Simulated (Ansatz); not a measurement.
# Dielectric function and optical constants of CaCu2S2, part 2 of 2

Wanted: where CaCu2S2 starts to absorb, how strongly, and its refractive index.

Ansatz 0.2.0; DFT, PBE, plane-wave PAW, default files, scalar-relativistic, independent-particle optical response without local fields.

So far. Step 2 (Ground state and bands): There is a gap, 1.08 eV on the path, so no carriers' term is needed. The cell is left with a pressure of -0.7 GPa and forces up to 0.26 eV/Å, as it stands unrelaxed at this level.

**3. Spectrum**

The spectrum is a sum over vertical transitions between filled and empty bands at the fixed density, so many empty bands are needed.

This step: DFT, PBE, plane-wave PAW, default files, scalar-relativistic, independent-particle optical response without local fields (Ansatz 0.2.0).

input.yaml

```yaml
crystal:
  lattice:
    - [3.9399999606, 0.0, 0.0]
    - [-1.9699999803, 3.4121400568, 0.0]
    - [0.0, 0.0, 6.523]
  atoms:
    - { symbol: Cu, position: [0.6666666667, 0.3333333333, 0.62351] }
    - { symbol: Cu, position: [0.3333333333, 0.6666666667, 0.37649] }
    - { symbol: Ca, position: [0.0, 0.0, 0.0] }
    - { symbol: S, position: [0.6666666667, 0.3333333333, 0.2537] }
    - { symbol: S, position: [0.3333333333, 0.6666666667, 0.7463] }
kpoints:
  mp_grid: { grid: [7, 7, 4] }
scf:
  occupations: { method: fixed }
hamiltonian:
  xc: pbe
  pseudopotentials: { kind: paw }
output:
  optics:
    e_range: [0, 22]
    de: 0.05
    sigma: 0.2
    nscf_kmesh: { grid: [9, 9, 5] }
    bands: { spectra_wanted_up_to: 22 }
```

The run is started by

```
> ansatz run input.yaml --threads 4 --pin off --max-ram 8192MiB --backend cpu --events-out ev --progress --plain --runs-dir out
```

Numbers of over 12 decimals in the logs are rounded to 6 here.

The log of the run:

```text
[...]
Crystal: 5 atoms, lattice volume = 87.694 Å³
Basis set: ecut = 420 eV, 1761 PW (Γ)
Bands: 36, of which v1, the nominal top of the filled ones, is band 30 counted from 1 (29 counted from 0)
Symmetry: 12 space group operations
[...]
k-points: 28 of 196
[...]
SCF iter   1: F=—  HF=-16876.012486 eV  |F-HF|=—  |Δ(HF+E_count)|=         —  Δρ=1.43e-3  dr2=1.54e-3  ethr=1.77e-3  ⟨swp⟩=4.5  Hψ=3668  notcnv=0  defer=97
[...]
SCF iter  11: F=-16876.012622 eV  HF=-16876.012622 eV  |F-HF|=3.64e-12  |Δ(HF+E_count)|=  3.64e-12  Δρ=6.85e-8  dr2=3.48e-12  ethr=1.00e-12  ⟨swp⟩=9.0  Hψ=4304  notcnv=0
SCF 1 converged in 11 iterations: F = -16876.012622 eV  dr2 = 3.48e-12
[...]
NSCF: frozen V_eff on 50 k-points
[...]
output.optics: what the bands over the 82 summed would add to eps1, eps2 and the energy-loss function is held between a lower and an upper bound (8 Lanczos steps). eps1, eps2 and their loss function (loss_summed_bands) are given on every row as the summed bands alone make them. Along an axis, on a row where the two bounds hold the loss function to about 1 % of the greater of itself and 0.5 % of |1/eps|, its cell (loss_completed) is given, with the completed eps1 and eps2 that it is formed of (a cell that is left empty reads nan in the table and null in the record). The two bounds hold it so along every axis on all 441 rows up to 22.000 eV. [rest of the remark cut]
SCF converged after 11 iterations
Free energy (F): -16876.012622 eV
[...]
Internal energy: -16876.012622 eV  (E = F + TS)
E sigma→0 (E₀):  -16876.012622 eV
Fermi energy:    9.987047 eV
[...]
--- Band table (eV; the first three rows and the last of 28) ---
  k-point 0: bands = [... 26 lower, 9.3519, 9.8485, 9.9870, 9.9870, 11.0641, 12.2349, 12.7738, 13.2566, ... 2 higher]
  k-point 1: bands = [... 26 lower, 9.3786, 9.4834, 9.8559, 9.8559, 11.7656, 12.1903, 13.0660, 13.3242, ... 2 higher]
  k-point 2: bands = [... 26 lower, 9.4250, 9.4250, 9.7103, 9.7103, 11.9735, 12.3341, 13.3243, 13.3243, ... 2 higher]
  k-point 27: bands = [... 26 lower, 8.2784, 8.7596, 9.0047, 9.2359, 12.8451, 13.1689, 14.1317, 14.5232, ... 2 higher]
```

The job ended after 74 s (4 threads of Intel Xeon Platinum 8259CL at 2.50GHz (Skylake/Cascade Lake), shared host; peak memory 1.8 GiB; 4.8 min of CPU time).

This step gave:

| Property | Result |
| --- | --- |
| electronic dielectric constant ε∞, mean over x, y and z (by symmetry where fewer were run) | 8.800 |
| absorption onset, first axis (α over 10⁴ cm⁻¹, or the direct gap if that lies higher) | 1.189 eV |
| main peak of Im epsilon, first axis | 3.554 eV |
| centre of weight of the strongest loss peak in the window | 17.48 eV |
| photocurrent from vertical transitions in a film 500 nm thick on a perfect mirror (two passes), AM1.5G, no front reflection, all carriers collected | 39.67 mA/cm² |
| least direct gap on the mesh | 1.077 eV |
| bands summed | 82 |
| spectra valid up to | 30.82 eV |
| program's estimate of the k-sum error in Im epsilon | 0.07 % |
| electrons in the f-sum | 26.29 |

The Im ε has structure finer than the step of the table below, so its rows give means over 1 eV, whole bins alone (the curve runs from 0 to 22 eV). Peaks (eV: height): E ∥ x or y 3.5: 9.57, 7.0: 8.77; E ∥ z 3.0: 13.9, 7.0: 9.97.

The Im ε by photon energy; means over each step:

| photon energy (eV) | E ∥ x or y | E ∥ z |
| --- | --- | --- |
| 1 | 0.313 | 0.293 |
| 2 | 1.92 | 1.70 |
| 3 | 7.78 | 10.2 |
| 4 | 8.17 | 7.55 |
| 5 | 6.28 | 7.31 |
| 6 | 7.27 | 6.71 |
| 7 | 8.05 | 8.49 |
| 8 | 6.79 | 6.03 |
| 9 | 4.61 | 4.13 |
| 10 | 2.22 | 2.41 |
| 11 | 1.88 | 1.96 |
| 12 | 1.73 | 1.70 |
| 13 | 1.23 | 1.21 |
| 14 | 0.976 | 1.02 |
| 15 | 0.717 | 0.924 |
| 16 | 0.734 | 0.822 |
| 17 | 0.580 | 0.530 |
| 18 | 0.515 | 0.325 |
| 19 | 0.352 | 0.306 |
| 20 | 0.283 | 0.284 |
| 21 | 0.243 | 0.239 |

The Re ε by photon energy:

| photon energy (eV) | E ∥ x or y | E ∥ z |
| --- | --- | --- |
| 0 | 8.68 | 9.04 |
| 1 | 9.55 | 9.91 |
| 2 | 11.1 | 11.2 |
| 3 | 9.59 | 10.9 |
| 4 | 4.95 | 5.01 |
| 5 | 2.84 | 4.01 |
| 6 | 4.91 | 3.11 |
| 7 | 0.864 | 0.877 |
| 8 | -0.827 | -0.981 |
| 9 | -2.95 | -1.83 |
| 10 | -1.70 | -1.68 |
| 11 | -0.914 | -0.929 |
| 12 | -0.736 | -1.02 |
| 13 | -0.636 | -0.602 |
| 14 | -0.432 | -0.365 |
| 15 | -0.148 | -0.0810 |
| 16 | -0.0268 | -0.184 |
| 17 | 0.0893 | -0.131 |
| 18 | 0.175 | 0.162 |
| 19 | 0.295 | 0.347 |
| 20 | 0.459 | 0.498 |
| 21 | 0.588 | 0.596 |
| 22 | 0.753 | 0.764 |

Refractive index n and extinction k against photon energy:

| photon energy (eV) | n, E ∥ x or y | k, E ∥ x or y | n, E ∥ z | k, E ∥ z |
| --- | --- | --- | --- | --- |
| 0 | 2.95 | 0 | 3.01 | 0 |
| 1 | 3.09 | 0.0243 | 3.15 | 0.00685 |
| 2 | 3.34 | 0.229 | 3.35 | 0.250 |
| 3 | 3.34 | 1.24 | 3.77 | 1.84 |
| 4 | 2.67 | 1.47 | 2.64 | 1.39 |
| 5 | 2.18 | 1.39 | 2.50 | 1.49 |
| 6 | 2.67 | 1.49 | 2.29 | 1.45 |
| 7 | 2.20 | 1.99 | 2.33 | 2.14 |
| 8 | 1.80 | 2.02 | 1.66 | 1.93 |
| 9 | 1.16 | 2.07 | 1.18 | 1.79 |
| 10 | 0.719 | 1.49 | 0.761 | 1.50 |
| 11 | 0.760 | 1.22 | 0.749 | 1.22 |
| 12 | 0.743 | 1.13 | 0.678 | 1.22 |
| 13 | 0.603 | 1.00 | 0.631 | 1.000 |
| 14 | 0.567 | 0.868 | 0.592 | 0.846 |
| 15 | 0.525 | 0.651 | 0.646 | 0.706 |
| 16 | 0.609 | 0.630 | 0.570 | 0.714 |
| 17 | 0.582 | 0.499 | 0.452 | 0.579 |
| 18 | 0.608 | 0.442 | 0.505 | 0.305 |
| 19 | 0.613 | 0.285 | 0.635 | 0.237 |
| 20 | 0.706 | 0.199 | 0.733 | 0.196 |
| 21 | 0.782 | 0.153 | 0.787 | 0.152 |
| 22 | 0.876 | 0.120 | 0.884 | 0.134 |

Loss function −Im 1/ε at q → 0 against energy loss; read off at these points:

| energy loss (eV) | E ∥ x or y | E ∥ z |
| --- | --- | --- |
| 0.50 | 0 | 0 |
| 1.00 | 0.00165 | 4.4e-4 |
| 1.50 | 0.00935 | 0.0107 |
| 2.00 | 0.0122 | 0.0131 |
| 2.50 | 0.0242 | 0.0116 |
| 3.00 | 0.0516 | 0.0447 |
| 3.50 | 0.0646 | 0.0913 |
| 4.00 | 0.0911 | 0.0929 |
| 4.50 | 0.0986 | 0.0972 |
| 5.00 | 0.135 | 0.104 |
| 5.50 | 0.117 | 0.131 |
| 6.00 | 0.0910 | 0.123 |
| 6.50 | 0.107 | 0.112 |
| 7.00 | 0.113 | 0.0996 |
| 7.50 | 0.155 | 0.154 |
| 8.00 | 0.136 | 0.153 |
| 8.50 | 0.152 | 0.163 |
| 9.00 | 0.151 | 0.199 |
| 9.50 | 0.182 | 0.197 |
| 10.00 | 0.286 | 0.284 |
| 10.50 | 0.361 | 0.358 |
| 11.00 | 0.434 | 0.435 |
| 11.50 | 0.453 | 0.423 |
| 12.00 | 0.498 | 0.438 |
| 12.50 | 0.470 | 0.560 |
| 13.00 | 0.648 | 0.646 |
| 13.50 | 0.737 | 0.790 |
| 14.00 | 0.852 | 0.881 |
| 14.50 | 1.00 | 1.02 |
| 15.00 | 1.40 | 1.09 |
| 15.50 | 1.35 | 1.02 |
| 16.00 | 1.30 | 1.17 |
| 16.50 | 1.59 | 1.36 |
| 17.00 | 1.68 | 1.80 |
| 17.50 | 1.69 | 2.64 |
| 17.75 | 1.64 | 2.81 |
| 18.00 | 1.68 | 2.55 |
| 18.50 | 1.99 | 1.73 |
| 19.00 | 1.67 | 1.43 |
| 19.50 | 1.33 | 1.10 |
| 20.00 | 0.970 | 0.867 |
| 20.50 | 0.789 | 0.774 |
| 21.00 | 0.593 | 0.581 |
| 21.50 | 0.444 | 0.407 |
| 22.00 | 0.344 | 0.370 |

Values under 1 per cm are given as 1. Absorption coefficient against photon energy:

| photon energy (eV) | E ∥ x or y (1/cm) | E ∥ z (1/cm) |
| --- | --- | --- |
| 0.00 | 1 | 1 |
| 1.00 | 2465 | 694 |
| 2.00 | 46454 | 50744 |
| 3.00 | 3.8e5 | 5.6e5 |
| 4.00 | 6.0e5 | 5.6e5 |
| 5.00 | 7.0e5 | 7.6e5 |
| 6.00 | 9.1e5 | 8.8e5 |
| 7.00 | 1.4e6 | 1.5e6 |
| 8.00 | 1.6e6 | 1.6e6 |
| 9.00 | 1.9e6 | 1.6e6 |
| 10.00 | 1.5e6 | 1.5e6 |
| 11.00 | 1.4e6 | 1.4e6 |
| 12.00 | 1.4e6 | 1.5e6 |
| 13.00 | 1.3e6 | 1.3e6 |
| 14.00 | 1.2e6 | 1.2e6 |
| 15.00 | 9.9e5 | 1.1e6 |
| 16.00 | 1.0e6 | 1.2e6 |
| 17.00 | 8.6e5 | 1.0e6 |
| 18.00 | 8.1e5 | 5.6e5 |
| 19.00 | 5.5e5 | 4.6e5 |
| 20.00 | 4.0e5 | 4.0e5 |
| 21.00 | 3.2e5 | 3.2e5 |
| 22.00 | 2.7e5 | 3.0e5 |

From ε follow the optical constants at some laser and lamp lines:

| wavelength (nm) | n xy | k xy | R (%) xy | 1/α xy | n z | k z | R (%) z | 1/α z |
| --- | --- | --- | --- | --- | --- | --- | --- | --- |
| 800 | 3.18 | 0.156 | 27.3 | 407 nm | 3.28 | 0.202 | 28.5 | 314 nm |
| 633 | 3.32 | 0.220 | 29.0 | 229 nm | 3.34 | 0.249 | 29.3 | 203 nm |
| 450 | 3.60 | 1.030 | 35.2 | 35 nm | 4.26 | 1.043 | 40.7 | 34 nm |
| 405 | 3.28 | 1.245 | 34.0 | 26 nm | 3.58 | 1.914 | 41.9 | 17 nm |
| 365 | 3.22 | 1.391 | 34.7 | 21 nm | 2.80 | 1.838 | 37.1 | 16 nm |
| 248 | 2.18 | 1.390 | 27.6 | 14 nm | 2.50 | 1.490 | 30.9 | 13 nm |
| 193 | 2.44 | 1.742 | 34.4 | 8.8 nm | 2.37 | 1.521 | 30.7 | 10 nm |

Rows near the edge hang on the gap, which this functional as a rule makes too small, and phonon-assisted absorption is left out.

In reflection the computed colour is faintly blue: x = 0.295, y = 0.311, luminous reflectivity 31 %.

The f-sum over the summed bands holds 26.3 of the cell's 60 electrons outside the frozen cores, 28 of which lie in bands more than 12 eV below the Fermi level, whose transitions come at higher energies. Up to 22 eV the strength has a mean oscillator energy of 6.1 eV, well above the main peak, so higher transitions carry much of it.

**4. Static response with local fields**

A static field by perturbation theory: the induced potential is included, and the Born charges come with it.

This step: DFT, PBE, plane-wave PAW, default files, scalar-relativistic, static field response by perturbation theory with local fields (Ansatz 0.2.0).

input.yaml, as its differences from that of step 3:

```diff
@@ -18,8 +18,2 @@
   pseudopotentials: { kind: paw }
-output:
-  optics:
-    e_range: [0, 22]
-    de: 0.05
-    sigma: 0.2
-    nscf_kmesh: { grid: [9, 9, 5] }
-    bands: { spectra_wanted_up_to: 22 }
+dielectric: {}
```

The log of the run:

```text
[...]
Crystal: 5 atoms, lattice volume = 87.694 Å³
Basis set: ecut = 420 eV, 1761 PW (Γ), exchange–correlation on 54×54×90 points (8 copies of the dense FFT grid, shifted against one another)
Bands: 36, of which v1, the nominal top of the filled ones, is band 30 counted from 1 (29 counted from 0)
Symmetry: 12 space group operations
k-points: 60 of 196 (irreducible under 2 space group operations, time reversal used)
[...]
SCF iter   1: F=—  HF=-16876.012529 eV  |F-HF|=—  |Δ(HF+E_count)|=         —  Δρ=1.43e-3  dr2=1.51e-3  ethr=1.77e-3  ⟨swp⟩=4.5  Hψ=7861  notcnv=0  defer=212
[...]
SCF iter  10: F=-16876.012665 eV  HF=-16876.012665 eV  |F-HF|=3.27e-11  |Δ(HF+E_count)|=  6.18e-11  Δρ=2.66e-7  dr2=4.14e-11  ethr=1.00e-12  ⟨swp⟩=9.5  Hψ=8144  notcnv=0
SCF 1 converged in 10 iterations: F = -16876.012665 eV  dr2 = 4.14e-11
[...]
DFPT response loops at Γ: preconditioner auto → Resta (q_TF=auto, 2.561 Å⁻¹)  ε∞=7.5 (no band partly filled); β = 1.00, the filter's whole step (`scf.mixing.beta` (0.50) is not read by the response loops at its default; to damp them type it under 1.00, their step now; it binds the ground state too); Broyden in place of MSR1
── the response to a field inside a basis, on 10×10×6 k-points: an SCF that follows is theirs, and a resumed run solves both again ──
Bands: 31, of which v1, the nominal top of the filled ones, is band 30 counted from 1 (29 counted from 0)
k-points: 165 of 600 (irreducible under 4 space group operations)
[...]
Eigensolver: Dense (165 Hₖ)
SCF iter   1: F=—  HF=-16875.998746 eV  |F-HF|=—  |Δ(HF+E_count)|=         —  Δρ=1.94e-4  dr2=6.68e-6  ethr=1.00e-1
[...]
SCF iter   4: F=-16875.998756 eV  HF=-16875.998756 eV  |F-HF|=5.60e-8  |Δ(HF+E_count)|=   1.39e-6  Δρ=1.24e-5  dr2=9.95e-8  ethr=9.36e-9
SCF 1 converged in 4 iterations: F = -16875.998756 eV  dr2 = 9.95e-8
[...]
SCF converged after 10 iterations
Free energy (F): -16876.012665 eV
[...]
Internal energy: -16876.012665 eV  (E = F + TS)
E sigma→0 (E₀):  -16876.012665 eV
Fermi energy:    9.987045 eV
[...]
--- Band table (eV; the first three rows and the last of 60) ---
  k-point 0: bands = [... 26 lower, 9.3519, 9.8485, 9.9870, 9.9870, 11.0641, 12.2349, 12.7738, 13.2566, ... 2 higher]
  k-point 1: bands = [... 26 lower, 9.3786, 9.4834, 9.8559, 9.8559, 11.7656, 12.1903, 13.0660, 13.3242, ... 2 higher]
  k-point 2: bands = [... 26 lower, 9.4250, 9.4250, 9.7103, 9.7103, 11.9735, 12.3341, 13.3243, 13.3243, ... 2 higher]
  k-point 59: bands = [... 26 lower, 8.4573, 8.6860, 9.1250, 9.4799, 12.4617, 13.2107, 13.5607, 13.8516, ... 2 higher]
--- Dielectric response (ions clamped): 3 representative field directions + reference, inside a basis on a mesh of 600 k-points (Σ response iterations 21) ---
  ε∞ (high-frequency dielectric tensor):
        8.193597     0.000000     0.000000
        0.000000     8.193597     0.000000
        0.000000     0.000000     8.413221
  Born effective charges Z* (e; rows j = field, columns β = displacement):
    site 0:
         0.96561    0.00000    0.00000
        -0.00000    0.96561   -0.00000
         0.00000   -0.00000    0.66990
    site 1:
         0.96561   -0.00000    0.00000
        -0.00000    0.96561   -0.00000
         0.00000   -0.00000    0.66990
    site 2:
         2.45685    0.00000   -0.00000
        -0.00000    2.45685    0.00000
        -0.00000    0.00000    3.19817
    site 3:
        -2.19403    0.00000    0.00000
        -0.00000   -2.19403    0.00000
        -0.00000    0.00000   -2.26898
    site 4:
        -2.19403    0.00000    0.00000
         0.00000   -2.19403    0.00000
         0.00000    0.00000   -2.26898
  Z* charge neutrality: 3.249e-3 e pre-enforcement
  solved inside a basis spanned on kpoints, on 10×10×6 k-points, its susceptibility summed on 14×14×8: ε∞ is read to err by 3.0e-2, Z* by 2.4e-2 e (field_mesh: kpoints solves on kpoints); Z* is corrected for what the basis lacks
```

Run time: 66 s. Hardware: 4 threads; peak memory 1.7 GiB; 4.2 min of CPU time.

Numbers from this step:

```
electronic dielectric constant ε∞, mean over x, y and z (by symmetry where fewer were run) : 8.267
```

ε∞ with local fields:

```
8.19 0.00 0.00
0.00 8.19 0.00
0.00 0.00 8.41
```

Diagonal elements. Born, by row:

| atom | Z*xx (e) | Z*yy (e) | Z*zz (e) |
| --- | --- | --- | --- |
| Cu1 | 0.966 | 0.966 | 0.67 |
| Cu2 | 0.966 | 0.966 | 0.67 |
| Ca3 | 2.457 | 2.457 | 3.198 |
| S4 | -2.194 | -2.194 | -2.269 |
| S5 | -2.194 | -2.194 | -2.269 |

Mean Born charges are Cu +0.87, Ca +2.70 and S -2.22, against formal valences of +1, +2 and -2. That of Ca exceeds its valence by 35 %, the mark of charge moving along hybridised bonds as the atoms shift.

**5. What came out**

* gap on the path: 1.08 eV
* least direct gap on the path: 1.08 eV
* electronic dielectric constant ε∞, mean over x, y and z (by symmetry where fewer were run) (independent particles): 8.80
* absorption onset, first axis (α over 10⁴ cm⁻¹, or the direct gap if that lies higher): 1.19 eV
* main peak of Im epsilon, first axis: 3.55 eV
* centre of weight of the strongest loss peak in the window, first axis: 17.5 eV
* photocurrent from vertical transitions in a film 500 nm thick on a perfect mirror (two passes), AM1.5G, no front reflection, all carriers collected: 39.7 mA/cm²
* electronic dielectric constant ε∞, mean over x, y and z (by symmetry where fewer were run) (static response with local fields): 8.27

In words: At this level (PBE, independent particles) CaCu2S2 has a mean ε∞ = 8.80 (8.27 with local fields) and n = 3.03 at 1550 nm (E ∥ x); absorption sets in near 1.2 eV, and Im ε peaks at 3.6 eV (E ∥ x). The gap on the path is direct, 1.08 eV. The absorption coefficient passes 10⁴ cm⁻¹ at 1.19 eV, in the infrared, so it absorbs across the visible. The strongest loss structure up to 22 eV has its centre of weight at 17.5 eV; a free-electron gas of the 26.3 electrons in the f-sum would put its plasmon at 20.3 eV. Distinct maxima of Im ε, read by a parabola through the highest points, lie at 3.55 eV (9.6), 6.99 eV (8.8) and 7.93 eV (7.3) for E ∥ x or y. The f-sum over the summed bands holds 26.3 of the cell's 60 electrons outside the frozen cores, 28 of which lie in bands more than 12 eV below the Fermi level, whose transitions come at higher energies. Up to 22 eV the strength has a mean oscillator energy of 6.1 eV, well above the main peak, so higher transitions carry much of it. In reflection the computed colour is faintly blue: x = 0.295, y = 0.311, luminous reflectivity 31 %. With local fields and the functional's kernel the static response is 8.27 against 8.80 for independent particles (-6 %). In the base spectrum excitons and phonon-assisted transitions are missing, and so are local fields; PBE gaps are as a rule too small, which pulls the onset down and ε∞ up. In the base run ε includes the program's bounded estimate of what the bands above those summed add.

[Logs are printed without paths, hosts, clocks, repeated set-up lines and the standing remarks that a program may print on its own settings, such as how far it seeks lower states.]

[Hosts, paths, dates, database ids (printed as entryN), source tags and the programs' standing remarks are cut or masked in the printed files.]
